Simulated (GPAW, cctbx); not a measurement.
# PtPb3S: deformation density and structure factors from DFT

Question: by how much does bonding change the X-ray structure factors of PtPb3S, how firmly does DFT give the change, and what does a routine refinement make of it?

The start was made by putting kin elements into a known structure type; the compound need not exist, or be stable, in this form. All numbers below are calculated.

## Step 1: Find the equilibrium geometry

The density hangs on the geometry, so cell and atoms are relaxed first, with the symmetry held. The cutoff is set higher than for the density because stress converges slowly with plane waves.

Settings: GPAW 26.7.0, PBE, 570 eV, 4×4×4 k-points, Fermi–Dirac width 0.1 eV, BFGS to 0.03 eV/Å.

```text
cell
1.0
     4.728000000    0.000000000    0.000000000
     0.000000000    4.728000000    0.000000000
     0.000000000    0.000000000    4.728000000
Pb Pt S
3 1 1
Direct
0.500000000 0.500000000 0.000000000
0.500000000 0.000000000 0.500000000
0.000000000 0.500000000 0.500000000
0.000000000 0.000000000 0.000000000
0.500000000 0.500000000 0.500000000
```

```console
$ OMP_NUM_THREADS=1 mpirun -n 4 gpaw python run.py > gpaw.log
```

```text
BFGS:    0      -15.532893        3.998644
BFGS:    1      -16.179736        3.547048
BFGS:    2      -17.553670        2.591067
BFGS:    3      -18.535425        1.764396
BFGS:    4      -19.147963        0.947693
BFGS:    5      -19.398028        0.167334
BFGS:    6      -19.407338        0.014490
cell  5.4269 5.4269 5.4269  90.00 90.00 90.00
volume 159.825 A^3, largest force 0.000 eV/A, largest stress 0.07 GPa
```

The cell moved far, while the k-mesh and basis were chosen for the start, so the final shape may be somewhat biased.

After 6 steps the volume has changed by +51.2 % and the energy by -3.874 eV; the largest stress left is 0.07 GPa. It took 75 s on 4 cores of Intel(R) Xeon(R) Platinum 8375C CPU @ 2.90GHz (Ice Lake) (shared host), peak memory 1 GiB.

Relaxed structure: Pm-3m (no. 221), a = 5.4269 Å, b = 5.4269 Å, c = 5.4269 Å, α = 90.00°, β = 90.00°, γ = 90.00°.

| atom | mult. | x | y | z |
| --- | --- | --- | --- | --- |
| Pb1 | 3 | 1/2 | 1/2 | 0 |
| Pt1 | 1 | 0 | 0 | 0 |
| S1 | 1 | 1/2 | 1/2 | 1/2 |

## Step 2: Density and charge transfer

X-rays see the whole electron density, so the PAW density is rebuilt with its core regions. Subtracting spherical free atoms from the same code cancels the cores and leaves the deformation density Δρ, the part due to bonding.

Settings: PBE, 450 eV, 5×5×5 k-points, Fermi–Dirac width 0.1 eV; primitive cell of 5 atoms.

```console
$ OMP_NUM_THREADS=1 mpirun -n 4 gpaw python run.py > gpaw.log
```

```text
|iter:   1|       0s |  -20.128079 | -0.04 |       |
|iter:   2|       1s |  -19.976813 | -1.43 | -1.33 |
|iter:   3|       2s |  -19.519299 | -1.95 | -1.41 |
...
|iter:   8|       5s |  -19.435123c| -5.67 | -3.65 |
|iter:   9|       6s |  -19.435123c| -6.78 | -4.26c|
|iter:  10|       7s |  -19.435121c| -7.51c| -4.83c|
```

```text
grid (54, 54, 54)  electrons 340.000  moved by bonding 0.907 e
deformation density beyond 0.5 A of the nuclei: max 0.060, min -0.096 e/A^3
atom        x       y       z   Voronoi charge  moment
Pb1    0.5000  0.5000  0.0000      0.227       0.00
Pb2    0.5000  0.0000  0.5000      0.227       0.00
Pb3    0.0000  0.5000  0.5000      0.227       0.00
Pt4    0.0000  0.0000  0.0000     -0.365       0.00
S 5    0.5000  0.5000  0.5000     -0.315       0.00
mean inner potential of superposed free atoms 16.618 V
total magnetic moment 0.000 muB
```

Deformation density in a plane through the shortest contact of the Pb atom at the origin, in 0.01 e/Å³ (clipped at ±99); x from -1.6 to 4.3 Å, y from 2.4 down to -2.4 Å:

```text
 -2  -1   0   0   0   0   0  -1  -2  -1  -1   .   0  -2  -1  -1
 -2  -1   0   0   0   0   0  -1  -2  -2   0   3  -1  -2  -2  -1
 -1  -1  -1  -1  -1  -1  -1  -1  -1  -1   0   0   0  -1  -1  -1
  0  -1  -2  -2  -1  -2  -2  -1   0   1   3   4   3   1  -1  -1
  1  -1  -2  -2  -1  -2  -2  -1   1   3   5   6   5   3   1  -1
  4   0  -2   1   .   0  -1   0   3   4   1   .   1   5   3   0
  5   1   1   .   .   .   2   1   5   5   .   .   .   6   4   0
  4   0  -2   1   .   0  -1   0   3   4   1   .   1   5   3   0
  1  -1  -2  -2  -1  -2  -2  -1   1   3   5   6   5   3   1  -1
  0  -1  -2  -2  -1  -2  -2  -1   0   1   3   4   3   1  -1  -1
 -1  -1  -1  -1  -1  -1  -1  -1  -1  -1   0   0   0  -1  -1  -1
 -2  -1   0   0   0   0   0  -1  -2  -2   0   3  -1  -2  -2  -1
 -2  -1   0   0   0   0   0  -1  -2  -1  -1   .   0  -2  -1  -1
```

Atoms in or within 0.15 Å of the plane: Pb (0.0, 0.0), S (2.7, 0.0) Å. Dots mark points within about 0.45 Å of a nucleus; large values next to them are atomic features.

Pt gains most (-0.36 e) and Pb loses most (+0.23 e), which isn't the order of electronegativity: valence and coordination count too, and Voronoi cells cut space at the midplane whatever the atoms' sizes. Such charges fall far short of formal ones, since overlapping free atoms already put density on their neighbours. Along the shortest contact from the Pb atom at the map's origin, Pb–S at 2.71 Å, Δρ is +0.03 e/Å³ at the midpoint and highest, +0.06, 1.79 Å from Pb (points within 0.5 Å of a nucleus left out): little piles up between the atoms. Point values carry grid noise of about 0.01 e/Å³. The run needed 10 iterations, 12 s.

## Step 3: Structure factors

The Fourier components of Δρ, added to those of the free atoms, give the static X-ray structure factors; the Mott–Bethe relation turns them into the Fourier components V of the potential that fast electrons feel.

```text
static structure factors of the conventional cell: F in electrons, V (Mott-Bethe) in volts
   h  k  l      d  |F| table  |F| free   |F| DFT   change   |V| free  |V| DFT  change %
   0  1  0  5.4269    17.949    17.927    17.873   -0.055     1.750    1.797      2.6
   0  1  1  3.8374     9.864     9.871    10.205    0.333     0.899    0.758    -15.7
   1  1  1  3.1332   275.849   275.644   275.321   -0.323     9.109    9.200      1.0
   0  2  0  2.7134   291.569   291.442   291.502    0.060    10.253   10.240     -0.1
   0  2  1  2.4270    14.199    14.231    14.422    0.192     0.975    0.942     -3.3
   1  2  1  2.2155     7.235     7.234     7.095   -0.139     0.671    0.690      2.9
   0  2  2  1.9187   265.329   265.249   265.259    0.010     7.892    7.891     -0.0
   1  2  2  1.8090    12.572    12.643    12.616   -0.027     0.690    0.693      0.4
   0  3  0  1.8090    12.572    12.643    12.714    0.070     0.690    0.684     -1.0
   0  3  1  1.7161     6.056     6.011     5.927   -0.083     0.506    0.513      1.4
   1  3  1  1.6363   233.145   233.029   233.152    0.123     5.756    5.747     -0.2
   2  2  2  1.5666   246.934   246.839   246.817   -0.021     6.557    6.558      0.0
   0  3  2  1.5052    11.629    11.695    11.695   -0.000     0.540    0.540      0.0
   1  3  2  1.4504     5.420     5.374     5.288   -0.086     0.400    0.405      1.3
```

The largest X-ray change is +0.33 e on 011, 3.4 % of |F|. For electrons V goes as (Z − F)/g², so a change of F counts against Z − F, which is small at low angle and wherever the atoms' terms cancel: |V| of 011 moves by -15.7 % (0.90 to 0.76 V) against +3.4 % in |F|. The last three rows change by 0.09 e or less, against 0.33 e at the top: the effect is concentrated at low angle. The tabulated Hartree–Fock atoms differ from the free DFT atoms by up to 0.20 e, so the choice of reference atom matters too.

## Step 4: Convergence

Cutoff and k-mesh: one is changed at a time, to find what the result needs.

```csv
run,ΔF 011 (e),ΔF 111 (e),ΔF 021 (e),q(Pt) (e),moved (e),time
450 eV 5×5×5,+0.333,-0.323,+0.192,-0.365,0.907,12 s
250 eV 5×5×5,+0.326,-0.349,+0.203,-0.369,1.034,8.4 s
350 eV 5×5×5,+0.333,-0.329,+0.192,-0.364,0.893,11 s
750 eV 5×5×5,+0.333,-0.323,+0.192,-0.364,0.923,20 s
450 eV 2×2×2,+0.406,-0.367,+0.288,-0.424,1.093,8.7 s
450 eV 3×3×3,+0.319,-0.305,+0.188,-0.354,0.884,9 s
```

Within 0.01 e of the base on all three: 350 eV 5×5×5 and 750 eV 5×5×5. The largest error, 0.096 e, comes with 450 eV 2×2×2. The moved charge is off by up to 21 % among these runs. Times are from shared hosts.

## Step 5: What a spherical-atom refinement makes of it

Routine crystallography fits spherical atoms. To see the bias, intensities are simulated from tabulated atoms plus the DFT change ΔF, so that bonding alone can misfit (10442 reflections of the full sphere, merged to the counts below, to 0.4 Å, 0.5 % proportional noise plus counting noise, assumed isotropic U as listed, Δρ smeared by the mean U) and refined with cctbx over different ranges.

```
                    range  data      R1  GooF  U Pb1 (true 0.0032)  U Pt1 (true 0.0033)  U S1 (true 0.0058)  largest shift (Å)  Δρ max, min (e/Å³)
                 all data   314  0.0022  0.93               0.0032               0.0033              0.0058             0.0000         0.35, -0.50
 low resolution, d > 0.84    48  0.0018  1.00               0.0031               0.0032              0.0058             0.0000         0.13, -0.13
     high order, d < 0.75   251  0.0025  0.93               0.0032               0.0033              0.0058             0.0000         0.33, -0.48
occupancies free, d > 0.7    74  0.0018  0.99               0.0032               0.0032              0.0058             0.0000         0.14, -0.16
```

With all data GooF is 0.93, so at this noise the bonding hardly shows; the top residual peak, near noise level, lies 1.26 Å from Pt and 2.58 Å from Pb. No U is off by more than 3 s.u. at low resolution. Symmetry fixes every coordinate, so the shifts are zero by construction. With Pb1 held at 1 and the scale free, the other occupancies refine to Pt1 0.998(0.001) and S1 1.001(0.005), within three s.u. of full.

## Step 6: Answer

Bonding moves 0.91 e in the primitive cell of PtPb3S and changes the structure factors of the conventional cell in the table above by at most 0.33 e (011, 3.4 %). The shortest bond, Pb–S, has Δρ = +0.03 e/Å³ at its midpoint. Within 0.01 e of the base on all three: 350 eV 5×5×5 and 750 eV 5×5×5. The largest error, 0.096 e, comes with 450 eV 2×2×2. The moved charge is off by up to 21 % among these runs. With all data GooF is 0.93, so at this noise the bonding hardly shows. Limits: static density, frozen cores, no spin–orbit coupling.

[Outputs are excerpts: Python notices, other lines and further rows are left out; steps that failed or that the build refused (PBEsol, TPSS) are not shown.]

[Logs are printed without paths, hosts, clocks, repeated set-up lines and the standing remarks that a program may print on its own settings, such as how far it seeks lower states.]
